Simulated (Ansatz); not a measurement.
# Decaying states in the gap of LiTl2BiF6

A new crystal, LiTl2BiF6: structure, gap and complex bands. It is built by putting Tl for Rb in the Rb2LiBiF6 structure of space group Fm-3m, with the volume rescaled by atomic radii. The parent structure comes from the Materials Project.

Main program and level: Ansatz 0.2.0; PBE DFT, plane waves, PAW files, in the first sound run; inputs show where later runs differ.

The structure was built from a prototype and need not be the compound's stable phase.

### Step 1. The structure

Symmetry: Fm-3m, No. 225, cubic system. Conventional cell: a = 7.910 Å, b = 7.910 Å, c = 7.910 Å, α = 90.00°, β = 90.00°, γ = 90.00°. Nearest to Tl lie 12 F at 2.80 Å. Nearest to Li lie 6 F at 1.92 Å. Nearest to Bi lie 6 F at 2.04 Å. Nearest to F lie 1 Li at 1.92 Å and 1 Bi at 2.04 Å. It derives from Rb2LiBiF6. Tl for Rb in the Rb2LiBiF6 structure of space group Fm-3m. Farther neighbours and most contacts between anions are not listed.

### Step 2. Cell and atoms at rest

The substituted atoms don't fit the parent's cell, so cell and atoms relax together. A small smearing keeps the run stable in case the gap closes on the way.

File input.yaml:

```yaml
crystal:
  lattice:
    - [0.0, 3.9548096588, 3.9548096588]
    - [3.9548096588, 0.0, 3.9548096588]
    - [3.9548096588, 3.9548096588, 0.0]
  atoms:
    - { symbol: Tl, position: [0.25, 0.25, 0.25] }
    - { symbol: Tl, position: [0.75, 0.75, 0.75] }
    - { symbol: Li, position: [0.5, 0.5, 0.5] }
    - { symbol: Bi, position: [0.0, 0.0, 0.0] }
    - { symbol: F, position: [0.257514, 0.257514, 0.742486] }
    - { symbol: F, position: [0.257514, 0.742486, 0.742486] }
    - { symbol: F, position: [0.742486, 0.742486, 0.257514] }
    - { symbol: F, position: [0.257514, 0.742486, 0.257514] }
    - { symbol: F, position: [0.742486, 0.257514, 0.742486] }
    - { symbol: F, position: [0.742486, 0.257514, 0.257514] }
kpoints:
  mp_grid: { grid: [6, 6, 6] }
scf:
  occupations: { method: gaussian, width: 0.03 }
hamiltonian:
  xc: pbe
output:
  forces: true
  stress: true
relax:
  f_tol: 0.02
  max_steps: 60
  cell: {}
```

Command:

```bash
$ ansatz run input.yaml --threads 2 --pin off --max-ram 4096MiB --backend cpu --events-out ev --progress --plain --runs-dir out
```

Numbers of over 12 decimals in the logs are rounded to 6 here.

Log:

```text
Engine: ansatz 0.2.0, aarch64-unknown-linux-gnu
Pseudopotentials: kind: paw
Pseudopotential: Tl, paw, valence charge 13, recommended cutoff 420 eV (normal), Tl.paw.azcp
Pseudopotential: Li, paw, valence charge 3, recommended cutoff 420 eV (normal), Li.paw.azcp
Pseudopotential: Bi, paw, valence charge 15, recommended cutoff 420 eV (normal), Bi.paw.azcp
Pseudopotential: F, paw, valence charge 7, recommended cutoff 420 eV (normal), F.paw.azcp
Functional definition: PBE
  parameter kappa = 0.804
  parameter beta = 0.066725
  exchange = pbe_x(kappa = kappa, mu = beta*pi^2/3)
  correlation = pbe_c(beta = beta)
Crystal: 10 atoms, lattice volume = 123.711 Å³
Basis set: ecut = 420 eV, 2421 PW (Γ), exchange–correlation on 80×80×80 points (8 copies of the dense FFT grid, shifted against one another)
Bands: 53, of which v1, the nominal top of the filled ones, is band 43 counted from 1 (42 counted from 0)
Symmetry: 48 space group operations
Space group: Fm-3m (ITA 225), of the structure as read, at distance tolerance 5.0e-5 Å
k-points: 16 of 216
Non-local potential: Tl, projectors of the file, l = 0: 2, l = 1: 2, l = 2: 2, l = 3: 1
Non-local potential: Li, projectors of the file, l = 0: 3, l = 1: 2, l = 2: 1
Non-local potential: Bi, projectors of the file, l = 0: 2, l = 1: 2, l = 2: 2, l = 3: 2
Non-local potential: F, projectors of the file, l = 0: 2, l = 1: 2, l = 2: 1
PAW form: soft (Blöchl's): semilocal exchange-correlation on the pseudo side does not see the compensation charge
PAW one-centre angular grid: Tl, 590 points (default); XC on 64 Gauss nodes
PAW one-centre angular grid: Li, 110 points (default); XC on 64 Gauss nodes
PAW one-centre angular grid: Bi, 590 points (default); XC on 64 Gauss nodes
PAW one-centre angular grid: F, 110 points (default); XC on 64 Gauss nodes
Initial density: superposition of atomic densities (neutral atoms: chi_scale 0, normalization atom), corrected by the library's trained network
Initial wavefunctions: pseudopotential atomic-orbital guess
Functional: x = pbe(κ = 0.804, μ = 0.219515), c = pbe(β = 0.066725)
SCF iter   1: F=—  HF=-40340.793539 eV  |F-HF|=—  |Δ(HF+E_count)|=         —  Δρ=2.69e-3  dr2=7.04e-3  ethr=1.77e-3  ⟨swp⟩=7.5  Hψ=3709  notcnv=0  defer=2
preconditioner: auto → Resta (q_TF=auto, 2.568 Å⁻¹)  ε∞=4.0  [insulator: Δε(μ)=2.862 eV  Ē_g=17.645 eV  σ=0.030 eV  W_gap=1.00  n_scr=26 (ndim 8)  ℏωp=30.6 eV  f_vac=0.000  D(μ)=0.00/eV (n_scr^D=0)  ε∞_Penn≈4.0]
SCF iter   2: F=—  HF=-40340.793673 eV  |F-HF|=—  |Δ(HF+E_count)|=   1.34e-4  Δρ=1.44e-3  dr2=2.59e-3  ethr=8.19e-6  ⟨swp⟩=2.4  Hψ=1064  notcnv=0  defer=15
SCF iter   3: F=—  HF=-40340.793349 eV  |F-HF|=—  |Δ(HF+E_count)|=   3.24e-4  Δρ=4.01e-4  dr2=1.13e-4  ethr=3.01e-6  ⟨swp⟩=2.0  Hψ=1325  notcnv=0  defer=15
SCF iter   4: F=—  HF=-40340.793329 eV  |F-HF|=—  |Δ(HF+E_count)|=   1.97e-5  Δρ=1.50e-4  dr2=2.22e-5  ethr=1.31e-7  ⟨swp⟩=2.1  Hψ=1494  notcnv=0  defer=15
SCF iter   5: F=—  HF=-40340.793262 eV  |F-HF|=—  |Δ(HF+E_count)|=   6.73e-5  Δρ=4.24e-5  dr2=1.63e-6  ethr=2.58e-8  ⟨swp⟩=2.0  Hψ=1517  notcnv=0  defer=15
SCF iter   6: F=—  HF=-40340.793262 eV  |F-HF|=—  |Δ(HF+E_count)|=   7.90e-8  Δρ=1.33e-5  dr2=1.37e-7  ethr=1.90e-9  ⟨swp⟩=2.0  Hψ=1405  notcnv=0  defer=15
SCF iter   7: F=-40340.793262 eV  HF=-40340.793262 eV  |F-HF|=1.59e-9  |Δ(HF+E_count)|=   2.08e-8  Δρ=1.88e-6  dr2=5.47e-9  ethr=1.16e-10  ⟨swp⟩=4.8  Hψ=2940  notcnv=0
SCF 1 converged in 7 iterations: F = -40340.793262 eV  dr2 = 5.47e-9
  greatest PAW one-centre occupation: 1.000 electrons in one spin orbital (limit 2), on the Li atom at site 2 (counted from 0), in its partial waves of l = 0
relax step   1: F+E_penalty+E_count = -40340.79326192 eV  Δ(F+E_penalty+E_count) = +0.000e0 eV  max|allowed force component| = 3.969e0 eV/Å  Δτ_max = 0.0000 Å  P = +40.861 GPa  Ω = 123.711 Å³  (7 SCF iters, dr2 threshold 1.00e-7 eV, accepted)
Crystal: 10 atoms, lattice volume = 142.852 Å³
Basis set: ecut = 420 eV, 2741 PW (Γ), exchange–correlation on 80×80×80 points (8 copies of the dense FFT grid, shifted against one another)
Initial density: handed on by an earlier stage of this run
Initial wavefunctions: those handed on with the density
iter 1 solved again at ethr=2.96e-4 eV; its pass at ethr=3.10e-3 eV (dr2=2.54e-1 eV) is discarded
SCF iter   1: F=—  HF=-40344.505677 eV  |F-HF|=—  |Δ(HF+E_count)|=         —  Δρ=1.51e-2  dr2=2.53e-1  ethr=2.96e-4  ⟨swp⟩=1.8  Hψ=4645  notcnv=0
preconditioner: auto → Resta (q_TF=auto, 2.507 Å⁻¹)  ε∞=4.0  [insulator: Δε(μ)=3.963 eV  Ē_g=16.383 eV  σ=0.030 eV  W_gap=1.00  n_scr=26 (ndim 8)  ℏωp=28.5 eV  f_vac=0.013  D(μ)=0.00/eV (n_scr^D=0)  ε∞_Penn≈4.0]
SCF iter   2: F=—  HF=-40344.423688 eV  |F-HF|=—  |Δ(HF+E_count)|=   8.20e-2  Δρ=8.73e-3  dr2=7.38e-2  ethr=2.95e-4  ⟨swp⟩=2.0  Hψ=1584  notcnv=0
SCF iter   3: F=—  HF=-40344.398326 eV  |F-HF|=—  |Δ(HF+E_count)|=   2.54e-2  Δρ=2.28e-3  dr2=6.59e-3  ethr=8.58e-5  ⟨swp⟩=2.0  Hψ=1596  notcnv=0  defer=6
SCF iter   4: F=—  HF=-40344.397523 eV  |F-HF|=—  |Δ(HF+E_count)|=   8.03e-4  Δρ=1.16e-3  dr2=1.30e-3  ethr=7.66e-6  ⟨swp⟩=2.0  Hψ=1579  notcnv=0  defer=7
SCF iter   5: F=—  HF=-40344.397449 eV  |F-HF|=—  |Δ(HF+E_count)|=   7.46e-5  Δρ=2.59e-4  dr2=6.02e-5  ethr=1.51e-6  ⟨swp⟩=2.0  Hψ=1178  notcnv=0  defer=7
SCF iter   6: F=—  HF=-40344.397380 eV  |F-HF|=—  |Δ(HF+E_count)|=   6.90e-5  Δρ=3.03e-5  dr2=1.24e-6  ethr=7.01e-8  ⟨swp⟩=2.0  Hψ=1312  notcnv=0  defer=7
SCF iter   7: F=-40344.397382 eV  HF=-40344.397382 eV  |F-HF|=6.54e-8  |Δ(HF+E_count)|=   1.95e-6  Δρ=5.38e-6  dr2=4.47e-8  ethr=1.16e-9  ⟨swp⟩=4.0  Hψ=2950  notcnv=0
SCF 2 converged in 7 iterations: F = -40344.397382 eV  dr2 = 4.47e-8
relax step   2: F+E_penalty+E_count = -40344.39738164 eV  Δ(F+E_penalty+E_count) = -3.604e0 eV  max|allowed force component| = 1.459e-1 eV/Å  Δτ_max = 0.0772 Å  P = +9.763 GPa  Ω = 142.852 Å³  energy of the carried Pulay correction = -6.622e-2 eV  (7 SCF iters, dr2 threshold 1.00e-6 eV, accepted)
Crystal: 10 atoms, lattice volume = 151.438 Å³
Basis set: ecut = 420 eV, 2891 PW (Γ), exchange–correlation on 80×80×80 points (8 copies of the dense FFT grid, shifted against one another)
iter 1 solved again at ethr=5.26e-5 eV; its pass at ethr=3.10e-3 eV (dr2=4.52e-2 eV) is discarded
SCF iter   1: F=—  HF=-40344.724108 eV  |F-HF|=—  |Δ(HF+E_count)|=         —  Δρ=4.46e-3  dr2=4.53e-2  ethr=5.26e-5  ⟨swp⟩=2.3  Hψ=3790  notcnv=0
preconditioner: auto → Resta (q_TF=auto, 2.483 Å⁻¹)  ε∞=3.9  [insulator: Δε(μ)=4.076 eV  Ē_g=16.103 eV  σ=0.030 eV  W_gap=1.00  n_scr=50 (ndim 8)  ℏωp=27.7 eV  f_vac=0.015  D(μ)=0.00/eV (n_scr^D=0)  ε∞_Penn≈3.9]
[...]
SCF 3 converged in 6 iterations: F = -40344.706460 eV  dr2 = 8.16e-8
relax step   3: F+E_penalty+E_count = -40344.70645968 eV  Δ(F+E_penalty+E_count) = -3.091e-1 eV  max|allowed force component| = 1.491e-1 eV/Å  Δτ_max = 0.0063 Å  P = +2.968 GPa  Ω = 151.438 Å³  energy of the carried Pulay correction = -9.295e-2 eV  (6 SCF iters, dr2 threshold 1.00e-6 eV, accepted)
[... from here on, the SCF cycles and remarks between the steps are left out ...]
relax step   4: F+E_penalty+E_count = -40344.75133897 eV  Δ(F+E_penalty+E_count) = -4.488e-2 eV  max|allowed force component| = 7.314e-3 eV/Å  Δτ_max = 0.0195 Å  P = +0.767 GPa  Ω = 155.648 Å³  energy of the carried Pulay correction = -1.055e-1 eV  (6 SCF iters, dr2 threshold 1.00e-6 eV, accepted)
relax step   5: F+E_penalty+E_count = -40344.75025351 eV  Δ(F+E_penalty+E_count) = +1.085e-3 eV  max|allowed force component| = 1.539e-2 eV/Å  Δτ_max = 0.0022 Å  P = -0.100 GPa  Ω = 157.010 Å³  energy of the carried Pulay correction = -1.094e-1 eV  (5 SCF iters, dr2 threshold 1.00e-6 eV, accepted)
relax step   6: F+E_penalty+E_count = -40344.75060740 eV  Δ(F+E_penalty+E_count) = -3.539e-4 eV  max|allowed force component| = 1.649e-4 eV/Å  Δτ_max = 0.0006 Å  P = +0.001 GPa  Ω = 156.909 Å³  energy of the carried Pulay correction = -1.091e-1 eV  (5 SCF iters, dr2 threshold 2.50e-8 eV, accepted)
relax step   7: F+E_penalty+E_count = -40345.23301003 eV  Δ(F+E_penalty+E_count) = -4.824e-1 eV  max|allowed force component| = 1.723e-2 eV/Å  Δτ_max = 0.0000 Å  P = +4.429 GPa  Ω = 156.909 Å³  stress off target by 4.43e0 GPa  SCF on the basis re-selected at this cell (its energy is not comparable with the rows above)  (8 SCF iters)
relax step   8: F+E_penalty+E_count = -40345.34634004 eV  Δ(F+E_penalty+E_count) = -1.133e-1 eV  max|allowed force component| = 8.009e-3 eV/Å  Δτ_max = 0.0180 Å  P = +1.975 GPa  Ω = 164.051 Å³  energy of the carried Pulay correction = -2.572e-2 eV  (6 SCF iters, dr2 threshold 1.00e-6 eV, accepted)
relax step   9: F+E_penalty+E_count = -40345.35666128 eV  Δ(F+E_penalty+E_count) = -1.032e-2 eV  max|allowed force component| = 9.333e-3 eV/Å  Δτ_max = 0.0153 Å  P = +0.238 GPa  Ω = 170.285 Å³  energy of the carried Pulay correction = -5.738e-2 eV  (6 SCF iters, dr2 threshold 1.00e-6 eV, accepted)
relax step  10: F+E_penalty+E_count = -40345.35144397 eV  Δ(F+E_penalty+E_count) = +5.217e-3 eV  max|allowed force component| = 2.213e-3 eV/Å  Δτ_max = 0.0032 Å  P = +0.015 GPa  Ω = 171.300 Å³  energy of the carried Pulay correction = -6.351e-2 eV  (5 SCF iters, dr2 threshold 1.41e-7 eV, accepted)
relax step  11: F+E_penalty+E_count = -40345.42353365 eV  Δ(F+E_penalty+E_count) = -7.209e-2 eV  max|allowed force component| = 3.155e-3 eV/Å  Δτ_max = 0.0000 Å  P = +0.208 GPa  Ω = 171.300 Å³  stress off target by 2.08e-1 GPa  SCF on the basis re-selected at this cell (its energy is not comparable with the rows above)  (7 SCF iters)
relax step  12: F+E_penalty+E_count = -40345.42179048 eV  Δ(F+E_penalty+E_count) = +1.743e-3 eV  max|allowed force component| = 1.314e-4 eV/Å  Δτ_max = 0.0025 Å  P = +0.020 GPa  Ω = 172.179 Å³  energy of the carried Pulay correction = -2.394e-3 eV  (5 SCF iters, dr2 threshold 1.08e-7 eV, accepted)
iter 1 solved again at ethr=5.36e-9 eV; its pass at ethr=3.10e-3 eV (dr2=4.61e-6 eV) is discarded
SCF iter   1: F=—  HF=-40345.423883 eV  |F-HF|=—  |Δ(HF+E_count)|=         —  Δρ=3.99e-5  dr2=4.29e-7  ethr=5.36e-9  ⟨swp⟩=4.1  Hψ=6369  notcnv=0
preconditioner: auto → Resta (q_TF=auto, 2.430 Å⁻¹)  ε∞=3.8  [insulator: Δε(μ)=4.008 eV  Ē_g=15.570 eV  σ=0.030 eV  W_gap=1.00  n_scr=50 (ndim 8)  ℏωp=25.9 eV  f_vac=0.029  D(μ)=0.00/eV (n_scr^D=0)  ε∞_Penn≈3.8]
SCF iter   2: F=—  HF=-40345.423762 eV  |F-HF|=—  |Δ(HF+E_count)|=   1.22e-4  Δρ=1.73e-5  dr2=1.45e-7  ethr=4.99e-10  ⟨swp⟩=2.0  Hψ=1536  notcnv=0
SCF iter   3: F=—  HF=-40345.423762 eV  |F-HF|=—  |Δ(HF+E_count)|=   5.11e-8  Δρ=8.36e-6  dr2=1.85e-8  ethr=1.69e-10  ⟨swp⟩=2.1  Hψ=1213  notcnv=0
SCF iter   4: F=—  HF=-40345.423762 eV  |F-HF|=—  |Δ(HF+E_count)|=   2.37e-8  Δρ=4.38e-7  dr2=3.31e-10  ethr=2.15e-11  ⟨swp⟩=2.0  Hψ=1179  notcnv=0
SCF iter   5: F=-40345.423762 eV  HF=-40345.423762 eV  |F-HF|=1.46e-11  |Δ(HF+E_count)|=  4.51e-10  Δρ=1.22e-7  dr2=2.16e-11  ethr=1.00e-12  ⟨swp⟩=4.5  Hψ=2895  notcnv=0
SCF 13 converged in 5 iterations: F = -40345.423762 eV  dr2 = 2.16e-11
relax step  13: F+E_penalty+E_count = -40345.42376181 eV  Δ(F+E_penalty+E_count) = -1.971e-3 eV  max|allowed force component| = 2.081e-4 eV/Å  Δτ_max = 0.0000 Å  P = +0.028 GPa  Ω = 172.179 Å³  stress off target by 2.75e-2 GPa  SCF on the basis re-selected at this cell (its energy is not comparable with the rows above)  (5 SCF iters)
basis re-selected at this cell: Δ(F+E_penalty+E_count) = -1.971e-3 eV, ΔP = +0.007 GPa vs the last step (what re-selecting the basis moved, of the pressure what is left beyond the Pulay correction that the steps carried, after the strain that the cell walked since its last selection, with what the two solves' SCF thresholds leave and, on support functions, any second-order correction that the steps lacked; it is no m [...]
SCF converged after 5 iterations
Free energy (F): -40345.423762 eV
Harris-Foulkes:  -40345.423762 eV  (|F-HF|=1.46e-11)
Internal energy: -40345.423762 eV  (E = F + TS)
E sigma→0 (E₀):  -40345.423762 eV
Fermi energy:    6.183972 eV
--- Per-component energies (eV) ---
  E_band       = -474.046593
  E_kinetic    = 2219.966940
  E_local      = -7144.548589  (includes V_loc(G=0)·N_el)
  E_nonlocal   = 1608.430551
  E_hartree    = 2565.258162
  E_xc         = -1105.486448
  E_vxc        = -1058.337589  (∫ρ·V_xc dr)
  E_paw        = -32208.088813  (= ΣΔE_a)
  E_vpaw       = -1230.086465  (= ΣTr[D̂ρ^β])
  E_aug_tail   = 0.012094  (compensation charges beyond the density's cutoff)
  E_ewald      = -6280.967658
  E_smearing   = -0.000000  (= −TS)
  E_closure    = 0.000000  (closes the sum)
  Σ components = -40345.423762   (vs F -40345.423762, Δ=0.00e0)
--- Forces (eV/Å), atoms counted from 1 ---
  atom   1  Tl     0.00000000     0.00000000     0.00000000
  atom   2  Tl    -0.00000000    -0.00000000    -0.00000000
  atom   3  Li     0.00000000     0.00000000    -0.00000000
  atom   4  Bi     0.00000000     0.00000000     0.00000000
  atom   5  F     -0.00000000    -0.00000000    -0.00020806
  atom   6  F      0.00020806    -0.00000000    -0.00000000
  atom   7  F      0.00000000     0.00000000     0.00020806
  atom   8  F     -0.00000000    -0.00020806    -0.00000000
  atom   9  F      0.00000000     0.00020806     0.00000000
  atom  10  F     -0.00020806     0.00000000     0.00000000
  max |Σ_I F_I| component: 2.03e-18 eV/Å
--- Stress (GPa, compression-positive) ---
        0.027521       0.000000       0.000000
        0.000000       0.027521      -0.000000
        0.000000       0.000000       0.027521
  P = ⅓ Tr σ = 0.0275 GPa (0.275 kbar)
--- Relaxed structure (10 steps of the walk, 10 accepted, 3 SCFs on fresh bases) ---
  F+E_penalty+E_count = -40345.42376181 eV   max|allowed force component| = 2.081e-4 eV/Å   (the final SCF, on the basis selected at the relaxed cell)
  cell:  # Å, volume = 172.1786 Å³
    - [0, 4.415533, 4.415533]
    - [4.415533, 0, 4.415533]
    - [4.415533, 4.415533, 0]
  atoms:
    - { symbol: Tl, position: [0.25, 0.25, 0.25] }
    - { symbol: Tl, position: [0.750000, 0.750000, 0.750000] }
    - { symbol: Li, position: [0.5, 0.5, 0.5] }
    - { symbol: Bi, position: [-8.498580272318073e-19, 1.5900569541756338e-19, -1.5900569541756358e-19] }
    - { symbol: F, position: [0.258725, 0.258725, 0.741275] }
    - { symbol: F, position: [0.258725, 0.741275, 0.741275] }
    - { symbol: F, position: [0.741275, 0.741275, 0.258725] }
    - { symbol: F, position: [0.258725, 0.741275, 0.258725] }
    - { symbol: F, position: [0.741275, 0.258725, 0.741275] }
    - { symbol: F, position: [0.741275, 0.258725, 0.258725] }
```

The job ended after 41 s (2 threads of Arm Neoverse V2, shared host; peak memory 0.53 GiB).

The steps of the relaxation:

| step | energy less that of the first step (eV) | largest force component (eV/Å) | pressure (GPa) | volume (Å³) |
| --- | --- | --- | --- | --- |
| 1 | 0.0000 | 3.9694 | 40.86 | 123.71 |
| 2 | -3.6041 | 0.1459 | 9.76 | 142.85 |
| 3 | -3.9132 | 0.1491 | 2.97 | 151.44 |
| 4 | -3.9581 | 0.0073 | 0.77 | 155.65 |
| 5 | -3.9570 | 0.0154 | -0.10 | 157.01 |
| 6 | -3.9573 | 0.0002 | 0.00 | 156.91 |
| 7* | -4.4397 | 0.0172 | 4.43 | 156.91 |
| 8 | -4.5531 | 0.0080 | 1.98 | 164.05 |
| 9 | -4.5634 | 0.0093 | 0.24 | 170.29 |
| 10 | -4.5582 | 0.0022 | 0.01 | 171.30 |
| 11* | -4.6303 | 0.0032 | 0.21 | 171.30 |
| 12 | -4.6285 | 0.0001 | 0.02 | 172.18 |
| 13* | -4.6305 | 0.0002 | 0.03 | 172.18 |

Relaxation steps marked * repeat the geometry before them on a plane-wave basis chosen anew for their cell, so energy and pressure can jump there.

Forces are held to the 48 operations that the run works with; a distortion that breaks them can't arise in this run.

| conventional cell, symmetrised | before | after | change |
| --- | --- | --- | --- |
| a (Å) | 7.910 | 8.831 | +11.6 % |
| b (Å) | 7.910 | 8.831 | +11.6 % |
| c (Å) | 7.910 | 8.831 | +11.6 % |
| volume (Å³/atom) | 12.37 | 17.22 | +39.2 % |

The atoms that moved most (Å, as changes of fractional coordinates times the final cell):

| atom | dx | dy | dz | length |
| --- | --- | --- | --- | --- |
| F8 | 0.000 | 0.011 | 0.000 | 0.011 |
| F5 | 0.000 | 0.000 | 0.011 | 0.011 |
| F10 | 0.011 | 0.000 | 0.000 | 0.011 |
| F6 | -0.011 | 0.000 | 0.000 | 0.011 |
| F9 | 0.000 | -0.011 | 0.000 | 0.011 |
| F7 | 0.000 | 0.000 | -0.011 | 0.011 |

Numbers from this step:

```
free energy  : -40345.4238 eV
Fermi energy : 6.184 eV
pressure     : 0.02752 GPa
```

The largest force component on a free atom ends at 2.1e-4 eV/Å.

[end of part 1 of 3]

[Logs are printed without paths, hosts, clocks, repeated set-up lines and the standing remarks that a program may print on its own settings, such as how far it seeks lower states.]

[Hosts, paths, dates, database ids (printed as entryN), source tags and the programs' standing remarks are cut or masked in the printed files.]

[New means built here by substitution; the compound itself may be known and measured.]
